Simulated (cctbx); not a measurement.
**What is wrong with this refinement?**

Cell a = 5.0620 Å, b = 5.0620 Å, c = 3.9210 Å, α = 90.00°, β = 90.00°, γ = 120.00°; space group P6/mmm (no. 191). The compound is LuCo3Os2.

The data are simulated with cctbx, not measured: Ga Kα, λ = 1.3414 Å, to d = 0.8 Å, 70 % of the full sphere, strongest reflection 20000 counts, noise from counting, a 2 % proportional error and a noise floor of 8 counts (s.d.); no absorption.

An anisotropic refinement with weights 1/σ² prints:

```text
Rint 0.022, 54 unique reflections to 0.80 A
cycle     R1     wR2    GooF  max shift (A)
   1  0.1092  0.3006  22.567   0.00000
   2  0.0360  0.1001   7.511   0.00000
final R1 0.0360 wR2 0.1001 GooF 7.511  parameters 7  data/parameter 7.7
atom        x        y        z      Ueq    occ   su(xyz)  su(Uiso or U11)
Os1    0.66667  0.33333  0.00000   0.0114  1.000  0.00000  0.0010
Tm1    0.00000  0.00000  0.00000   0.0312  1.000  0.00000  0.0021
Co1    0.00000  0.50000  0.50000   0.0157  1.000  0.00000  0.0033
difference map: max 2.29 min -4.78 rms 0.74
Q1    0.0000  0.5000  0.5000    3    2.41  0.00 A from Co1
Q2    0.2260  0.6130  0.0000    6    1.81  0.47 A from Os1
Q3    0.0000  0.0000  0.2976    2    0.89  1.17 A from Tm1
Q4    0.1289  0.2577  0.1108   12    0.73  1.21 A from Tm1
Q5    0.0000  0.5000  0.1884    6    0.67  1.22 A from Co1
Q6    0.2215  0.4430  0.5000    6    0.64  1.29 A from Co1
```

**Question.** Can this result stand? If not, what is the likely fault?

Mend it. The fault: wrong element: Tm1 is Lu. Against the right model at the same level, R1 goes from 0.0055 to 0.0360 and GooF from 1.00 to 7.51, U of Tm1 swells from 0.0098 to 0.0312 Å², the top difference peak, 2.4 e/Å³, lies on Co1 and a hole of -4.8 e/Å³ opens. Tm1 has 2 electrons too few, yet its U moves the other way: dispersion, the scale or a false minimum can outweigh the electron count.

The compound is LuCo3Os2. The right model at the same level gives:

```text
Rint 0.022, 54 unique reflections to 0.80 A
cycle     R1     wR2    GooF  max shift (A)
   1  0.0106  0.0271   2.038   0.00000
   2  0.0055  0.0133   0.999   0.00000
final R1 0.0055 wR2 0.0133 GooF 0.999  parameters 7  data/parameter 7.7
atom        x        y        z      Ueq    occ   su(xyz)  su(Uiso or U11)
Os1    0.66667  0.33333  0.00000   0.0130  1.000  0.00000  0.0001
Lu1    0.00000  0.00000  0.00000   0.0098  1.000  0.00000  0.0003
Co1    0.00000  0.50000  0.50000   0.0154  1.000  0.00000  0.0004
difference map: max 0.74 min -0.69 rms 0.11
Q1    0.0000  0.0000  0.5000    1    0.74  1.96 A from Lu1
Q2    0.0000  0.3240  0.0000    6    0.32  1.64 A from Lu1
Q3    0.0000  0.5000  0.2779    6    0.32  0.87 A from Co1
Q4    0.3333  0.6667  0.3203    4    0.31  1.26 A from Os1
Q5    0.0000  0.0000  0.1634    2    0.30  0.64 A from Lu1
Q6    0.1564  0.5782  0.5000    6    0.27  0.69 A from Co1
```

This is a model crystal, built by substitution and not relaxed, with assumed displacement parameters.

[Middle refinement cycles are left out of these outputs.]

[Logs are printed without paths, hosts, clocks, repeated set-up lines and the standing remarks that a program may print on its own settings, such as how far it seeks lower states.]
